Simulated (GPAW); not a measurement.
**A 7-layer slab of K(110) in an electric field**

How does a 7-layer slab of K(110) screen a perpendicular field?

Main program and level: GPAW 26.7.0; GPAW, PAW setups; slab in vacuum, relaxation, in the first sound run; inputs show where later runs differ.

**1. Set-up**

The cell holds 7 atoms: 7 K. Its edges and angles: a = 4.529 Å, b = 4.529 Å, c = 36.189 Å, α = 90.0°, β = 90.0°, γ = 70.5°. Vacuum lies along c.

**2. Relaxing the atoms**

Forces are removed first; all later runs use this geometry. The lowest 3 atoms are held at bulk positions and keep their forces.

Contents of run.py:

```python
import json
import numpy as np
from ase import Atoms
from ase.constraints import FixAtoms
from ase.optimize import BFGS
from gpaw import GPAW, PW

slab = Atoms(
    ['K', 'K', 'K', 'K', 'K', 'K', 'K'],
    positions=[
        [0.00000, 0.00000, 7.00000],
        [3.69817, 0.00000, 10.69817],
        [0.00000, 0.00000, 14.39634],
        [3.69817, 0.00000, 18.09451],
        [0.00000, 0.00000, 21.79267],
        [3.69817, 0.00000, 25.49084],
        [0.00000, 0.00000, 29.18901]],
    cell=[[3.69817, -2.615, 0.0], [3.69817, 2.615, 0.0], [0.0, 0.0, 36.18901]],
    pbc=[True, True, False])

slab.calc = GPAW(mode=PW(400), xc='PBE', kpts={'size': (8, 8, 1), 'gamma': True},
                 occupations={'name': 'fermi-dirac', 'width': 0.1}, nbands='160%',
                 convergence={'density': 1e-05}, maxiter=200,
                 poissonsolver={'dipolelayer': 'xy'},
                 symmetry={'tolerance': 1e-3, 'extra_ids': [1, 1, 1, 0, 0, 0, 0]}, txt='slab.txt')
result = {}
slab.set_constraint(FixAtoms([0, 1, 2]))
path = []
opt = BFGS(slab, maxstep=0.2)
opt.attach(lambda: path.append((slab.get_potential_energy(), slab.positions.tolist(), slab.get_forces().tolist())))
result['relaxed'] = bool(opt.run(fmax=0.03, steps=40))
result['path'] = path
energy = slab.get_potential_energy()
fermi = slab.calc.get_fermi_level()
v = slab.calc.get_electrostatic_potential().mean((0, 1)) - fermi
n = slab.calc.get_pseudo_density().mean((0, 1))
L = slab.cell[2, 2]
z = np.arange(len(v)) * L / len(v)
low, high = slab.positions[:, 2].min(), slab.positions[:, 2].max()
below, above = np.interp([low - 4.8, high + 4.8], z, v)
slopes = [np.interp(x, z, np.gradient(v, z)) for x in (low - 4.8, high + 4.8)]
eps = np.array([[slab.calc.get_eigenvalues(k, s) for k in range(len(slab.calc.get_ibz_k_points()))]
                for s in range(slab.calc.get_number_of_spins())]) - fermi
top, bottom = eps[eps < 0].max(), eps[eps > 0].min()
dipole = slab.get_dipole_moment()[2]
print(f'energy {energy:.4f} eV, Fermi level {fermi:.4f} eV, dipole {dipole:.5f} e A')
print(f'potential 4.8 A off the faces, from the Fermi level: lower {below:.4f} eV, upper {above:.4f} eV')
print(f'slope of the potential there: lower {slopes[0]:.5f}, upper {slopes[1]:.5f} eV/A')
print(f'nearest levels on the mesh: {top:.4f} and {bottom:.4f} eV')
print('magnetic moment', round(slab.get_magnetic_moment(), 3))
result.update(energy=energy, fermi=fermi, dipole=dipole, below=below, above=above, slopes=slopes, edges=[top, bottom],
              z=z.tolist(), v=v.tolist(), n=n.tolist(), positions=slab.positions.tolist(),
              forces=slab.get_forces(apply_constraint=False).tolist(), moments=slab.get_magnetic_moments().tolist())
json.dump(result, open('result.json', 'w'))
```

On the command line:

```sh
$ OMP_NUM_THREADS=1 OPENBLAS_NUM_THREADS=1 python run.py
```

The log of the run:

```text
Step          Energy          fmax
BFGS:    0       -8.035166        0.009716
energy -7.9386 eV, Fermi level 0.1625 eV, dipole 0.00002 e A
potential 4.8 A off the faces, from the Fermi level: lower 2.3864 eV, upper 2.3864 eV
slope of the potential there: lower -0.01049, upper 0.01047 eV/A
nearest levels on the mesh: -0.0030 and 0.0017 eV
magnetic moment 0.0
```

Run time: 9.5 min. Hardware: 1 thread of Intel Xeon Platinum 8259CL at 2.50GHz (Skylake/Cascade Lake), shared host; peak memory 0.55 GiB.

Numbers from this step:

* dipole along the normal: 2.24e-5 e·Å
* levels nearest the Fermi level on the mesh: -0.003006, 0.001717 eV from the Fermi level
* upper work function: 2.386 eV
* lower work function: 2.386 eV

The electrostatic potential energy of an electron (without an applied field's), less the Fermi level, planar mean oscillates, so the rows of the table below give means over windows of 3.66 Å about each position, cut where the curve ends. Its maxima inside the range that stand out by 2 % of the span (Å: eV): 8.8: 1.82, 12.6: 1.80, 16.3: 1.81, 19.9: 1.81, 23.7: 1.81, 27.4: 1.82. Its minima: 7.0: -7.73, 10.7: -7.60, 14.4: -7.59, 18.1: -7.64, 21.8: -7.59, 25.4: -7.48, 29.2: -7.73.

Table of electrostatic potential energy of an electron (without an applied field's), less the Fermi level, planar mean by z; means over each step:

| z (Å) | electrostatic potential energy of an electron (without an applied field's), less the Fermi level, planar mean (eV) |
| --- | --- |
| 1.83 | 2.38 |
| 5.49 | -0.411 |
| 9.15 | -1.06 |
| 12.81 | -1.06 |
| 16.47 | -1.06 |
| 20.13 | -1.05 |
| 23.79 | -1.04 |
| 27.45 | -1.06 |
| 31.11 | 0.629 |
| 34.77 | 2.39 |

The pseudo valence density, planar mean by z:

| z (Å) | pseudo valence density, planar mean (e/Å³) |
| --- | --- |
| 1 | 1.3e-5 |
| 2 | 7.0e-5 |
| 3 | 3.5e-4 |
| 4 | 0.00156 |
| 5 | 0.00556 |
| 6 | 0.0415 |
| 7 | 0.390 |
| 8 | 0.0456 |
| 9 | 0.0173 |
| 10 | 0.119 |
| 11 | 0.303 |
| 12 | 0.0234 |
| 13 | 0.0206 |
| 14 | 0.252 |
| 15 | 0.156 |
| 16 | 0.0179 |
| 17 | 0.0340 |
| 18 | 0.379 |
| 19 | 0.0609 |
| 20 | 0.0171 |
| 21 | 0.0898 |
| 22 | 0.349 |
| 23 | 0.0272 |
| 24 | 0.0191 |
| 25 | 0.204 |
| 26 | 0.197 |
| 27 | 0.0185 |
| 28 | 0.0280 |
| 29 | 0.353 |
| 30 | 0.0818 |
| 31 | 0.00699 |
| 32 | 0.00203 |
| 33 | 4.7e-4 |
| 34 | 9.5e-5 |
| 35 | 1.8e-5 |

The starting forces already met the threshold, so no step was taken. The largest force left on a free atom is 0.0097 eV/Å.

**3. The slab's potential**

With the geometry fixed, the planar mean of the potential gives the vacuum level on each side.

This step: GPAW, PAW setups; slab in vacuum (GPAW 26.7.0).

Changes to run.py since step 2:

```diff
@@ -3,4 +3,2 @@
 from ase import Atoms
-from ase.constraints import FixAtoms
-from ase.optimize import BFGS
 from gpaw import GPAW, PW
@@ -24,10 +22,4 @@
                  poissonsolver={'dipolelayer': 'xy'},
-                 symmetry={'tolerance': 1e-3, 'extra_ids': [1, 1, 1, 0, 0, 0, 0]}, txt='slab.txt')
+                 symmetry={'tolerance': 1e-3}, txt='slab.txt')
 result = {}
-slab.set_constraint(FixAtoms([0, 1, 2]))
-path = []
-opt = BFGS(slab, maxstep=0.2)
-opt.attach(lambda: path.append((slab.get_potential_energy(), slab.positions.tolist(), slab.get_forces().tolist())))
-result['relaxed'] = bool(opt.run(fmax=0.03, steps=40))
-result['path'] = path
 energy = slab.get_potential_energy()
```

The log of the run:

```text
energy -7.9386 eV, Fermi level 0.1626 eV, dipole 0.00006 e A
potential 4.8 A off the faces, from the Fermi level: lower 2.3865 eV, upper 2.3862 eV
slope of the potential there: lower -0.01048, upper 0.01048 eV/A
nearest levels on the mesh: -0.0030 and 0.0017 eV
magnetic moment 0.0
```

Run time: 5.8 min. Hardware: 1 thread; peak memory 0.54 GiB.

Numbers from this step:

```
dipole along the normal                    : 6.01e-5 e·Å
levels nearest the Fermi level on the mesh : -0.002985, 0.001740 eV from the Fermi level
lower work function                        : 2.387 eV
```

Table of electrostatic potential energy of an electron (without an applied field's), less the Fermi level, planar mean by z:

| z (Å) | electrostatic potential energy of an electron (without an applied field's), less the Fermi level, planar mean (eV) |
| --- | --- |
| 0 | 2.39 |
| 1 | 2.39 |
| 2 | 2.39 |
| 3 | 2.37 |
| 4 | 2.27 |
| 5 | 1.86 |
| 6 | 0.212 |
| 7 | -7.73 |
| 8 | 0.576 |
| 9 | 1.78 |
| 10 | -1.02 |
| 11 | -5.29 |
| 12 | 1.33 |
| 13 | 1.48 |
| 14 | -4.08 |
| 15 | -1.78 |
| 16 | 1.71 |
| 17 | 0.844 |
| 18 | -7.33 |
| 19 | 0.167 |
| 20 | 1.80 |
| 21 | -0.373 |
| 22 | -6.38 |
| 23 | 1.13 |
| 24 | 1.61 |
| 25 | -2.94 |
| 26 | -2.77 |
| 27 | 1.62 |
| 28 | 1.13 |
| 29 | -6.62 |
| 30 | -0.595 |
| 31 | 1.69 |
| 32 | 2.23 |
| 33 | 2.36 |
| 34 | 2.39 |
| 35 | 2.39 |
| 36 | 2.39 |

The pseudo valence density, planar mean by z:

(Unchanged from step 2.)

The potential is flat to 0.01 eV/Å where it is read, so the vacuum is wide enough.

**4. In a field**

A uniform field along the normal polarises the slab; the atoms stay fixed, so this is the electronic response alone.

Changes to run.py since step 3:

```diff
@@ -4,2 +4,3 @@
 from gpaw import GPAW, PW
+from gpaw.external import ConstantElectricField
 
@@ -22,2 +23,3 @@
                  poissonsolver={'dipolelayer': 'xy'},
+                 external=ConstantElectricField(-0.2, [0, 0, 1]),
                  symmetry={'tolerance': 1e-3}, txt='slab.txt')
```

The log of the run:

```text
energy -7.9979 eV, Fermi level 0.1553 eV, dipole -0.59332 e A
potential 4.8 A off the faces, from the Fermi level: lower -0.3555 eV, upper 5.1878 eV
slope of the potential there: lower -0.00617, upper 0.01905 eV/A
nearest levels on the mesh: -0.0030 and 0.0005 eV
magnetic moment 0.0
```

Elapsed: 14 min, on 1 thread; peak memory 0.74 GiB.

Numbers from this step:

```yaml
dipole_along_the_normal: -0.5933 e·Å
levels_nearest_the_fermi_level_on_the_mesh: -0.002960, 4.78e-4 eV from the Fermi level
potential_below_the_slab_the_applied_field_s_own_ramp_left_out: -0.3555 eV from the Fermi level
potential_above_the_slab_the_applied_field_s_own_ramp_left_out: 5.188 eV from the Fermi level
```

The electrostatic potential energy of an electron (without an applied field's), less the Fermi level, planar mean oscillates, so the rows of the table below give means over windows of 3.72 Å about each position, cut where the curve ends. Its maxima inside the range that stand out by 2 % of the span (Å: eV): 8.9: -0.0168, 12.6: 0.708, 16.3: 1.44, 20.0: 2.18, 23.7: 2.92, 27.5: 3.67, 35.8: 5.20. Its minima: 7.0: -9.96, 10.7: -9.09, 14.4: -8.33, 18.1: -7.64, 21.8: -6.86, 25.4: -6.01, 29.2: -5.51.

Table of electrostatic potential energy of an electron (without an applied field's), less the Fermi level, planar mean by z; means over each step:

| z (Å) | electrostatic potential energy of an electron (without an applied field's), less the Fermi level, planar mean (eV) |
| --- | --- |
| 1.86 | -0.220 |
| 5.58 | -3.07 |
| 9.30 | -2.87 |
| 13.02 | -2.13 |
| 16.74 | -1.39 |
| 20.46 | -0.649 |
| 24.18 | 0.105 |
| 27.90 | 0.811 |
| 31.62 | 4.27 |
| 35.34 | 5.09 |

The dipole is now -0.593 e Å, against 6.0e-5 in the run without a field.

**5. In a field**

Changes to run.py since step 4:

```diff
@@ -23,3 +23,3 @@
                  poissonsolver={'dipolelayer': 'xy'},
-                 external=ConstantElectricField(-0.2, [0, 0, 1]),
+                 external=ConstantElectricField(-0.1, [0, 0, 1]),
                  symmetry={'tolerance': 1e-3}, txt='slab.txt')
```

The log of the run:

```text
energy -7.9534 eV, Fermi level 0.1607 eV, dipole -0.29643 e A
potential 4.8 A off the faces, from the Fermi level: lower 1.0089 eV, upper 3.7786 eV
slope of the potential there: lower -0.00795, upper 0.01405 eV/A
nearest levels on the mesh: -0.0030 and 0.0017 eV
magnetic moment 0.0
```

It took 15 min on 1 thread; peak memory 0.74 GiB.

This step gave:

```yaml
dipole_along_the_normal: -0.2964 e·Å
levels_nearest_the_fermi_level_on_the_mesh: -0.002986, 0.001718 eV from the Fermi level
potential_below_the_slab_the_applied_field_s_own_ramp_left_out: 1.009 eV from the Fermi level
potential_above_the_slab_the_applied_field_s_own_ramp_left_out: 3.779 eV from the Fermi level
```

The electrostatic potential energy of an electron (without an applied field's), less the Fermi level, planar mean by z:

z (Å), electrostatic potential energy of an electron (without an applied field's), less the Fermi level, planar mean (eV) and a bar from the least value:
```
        0       2.40 ###########################
        1       1.01 #######################
        2       1.01 #######################
        3       1.00 #######################
        4       0.92 #######################
        5       0.54 ######################
        6      -1.01 ###################
        7      -8.84 
        8      -0.43 ####################
        9       0.87 #######################
       10      -1.83 #################
       11      -6.00 #######
       12       0.72 #######################
       13       0.97 #######################
       14      -4.49 ##########
       15      -2.10 ################
       16       1.50 #########################
       17       0.74 #######################
       18      -7.34 ####
       19       0.26 ######################
       20       1.99 ##########################
       21      -0.08 #####################
       22      -5.99 #######
       23       1.62 #########################
       24       2.20 ##########################
       25      -2.25 ################
       26      -1.98 ################
       27       2.51 ###########################
       28       2.11 ##########################
       29      -5.53 ########
       30       0.61 ######################
       31       3.00 ############################
       32       3.60 ##############################
       33       3.75 ##############################
       34       3.78 ##############################
       35       3.79 ##############################
       36       3.14 ############################
```

The dipole is now -0.296 e Å, against 6.0e-5 in the run without a field.

**6. Field on**

Changes to run.py since step 5:

```diff
@@ -23,3 +23,3 @@
                  poissonsolver={'dipolelayer': 'xy'},
-                 external=ConstantElectricField(-0.1, [0, 0, 1]),
+                 external=ConstantElectricField(-0.05, [0, 0, 1]),
                  symmetry={'tolerance': 1e-3}, txt='slab.txt')
```

The log of the run:

```text
energy -7.9423 eV, Fermi level 0.1621 eV, dipole -0.14817 e A
potential 4.8 A off the faces, from the Fermi level: lower 1.6959 eV, upper 3.0803 eV
slope of the potential there: lower -0.00909, upper 0.01212 eV/A
nearest levels on the mesh: -0.0030 and 0.0017 eV
magnetic moment 0.0
```

It took 16 min on 1 thread; peak memory 0.75 GiB.

**7. Field on**

Changes to run.py since step 6:

```diff
@@ -23,3 +23,3 @@
                  poissonsolver={'dipolelayer': 'xy'},
-                 external=ConstantElectricField(-0.05, [0, 0, 1]),
+                 external=ConstantElectricField(0.05, [0, 0, 1]),
                  symmetry={'tolerance': 1e-3}, txt='slab.txt')
```

The log of the run:

```text
energy -7.9423 eV, Fermi level 0.1621 eV, dipole 0.14819 e A
potential 4.8 A off the faces, from the Fermi level: lower 3.0805 eV, upper 1.6958 eV
slope of the potential there: lower -0.01212, upper 0.00910 eV/A
nearest levels on the mesh: -0.0030 and 0.0017 eV
magnetic moment 0.0
```

The job ended after 15 min (1 thread; peak memory 0.74 GiB).

**8. Field on**

Changes to run.py since step 7:

```diff
@@ -23,3 +23,3 @@
                  poissonsolver={'dipolelayer': 'xy'},
-                 external=ConstantElectricField(0.05, [0, 0, 1]),
+                 external=ConstantElectricField(0.1, [0, 0, 1]),
                  symmetry={'tolerance': 1e-3}, txt='slab.txt')
```

The log of the run:

```text
energy -7.9534 eV, Fermi level 0.1607 eV, dipole 0.29639 e A
potential 4.8 A off the faces, from the Fermi level: lower 3.7786 eV, upper 1.0092 eV
slope of the potential there: lower -0.01404, upper 0.00795 eV/A
nearest levels on the mesh: -0.0030 and 0.0017 eV
magnetic moment 0.0
```

It took 16 min on 1 thread; peak memory 0.74 GiB.

The electrostatic potential energy of an electron (without an applied field's), less the Fermi level, planar mean by z:

z (Å), electrostatic potential energy of an electron (without an applied field's), less the Fermi level, planar mean (eV) and a bar from the least value:
```
        0       2.40 ##########################
        1       3.79 ##############################
        2       3.78 ##############################
        3       3.76 ##############################
        4       3.64 ##############################
        5       3.18 ############################
        6       1.44 ########################
        7      -6.62 ###
        8       1.58 ########################
        9       2.68 ###########################
       10      -0.21 ####################
       11      -4.58 ########
       12       1.94 #########################
       13       1.99 #########################
       14      -3.67 ###########
       15      -1.47 ################
       16       1.92 #########################
       17       0.95 #######################
       18      -7.32 #
       19       0.08 ####################
       20       1.61 ########################
       21      -0.66 ##################
       22      -6.77 ##
       23       0.64 ######################
       24       1.02 #######################
       25      -3.63 ###########
       26      -3.56 ###########
       27       0.74 ######################
       28       0.14 ####################
       29      -7.71 
       30      -1.80 ###############
       31       0.39 #####################
       32       0.88 ######################
       33       0.99 #######################
       34       1.01 #######################
       35       1.01 #######################
       36       1.66 ########################
```

The dipole is now 0.296 e Å, against 6.0e-5 in the run without a field.

[end of part 1 of 2]

[Logs are printed without paths, hosts, clocks, repeated set-up lines and the standing remarks that a program may print on its own settings, such as how far it seeks lower states.]

[Hosts, paths, dates, database ids (printed as entryN), source tags and the programs' standing remarks are cut or masked in the printed files.]
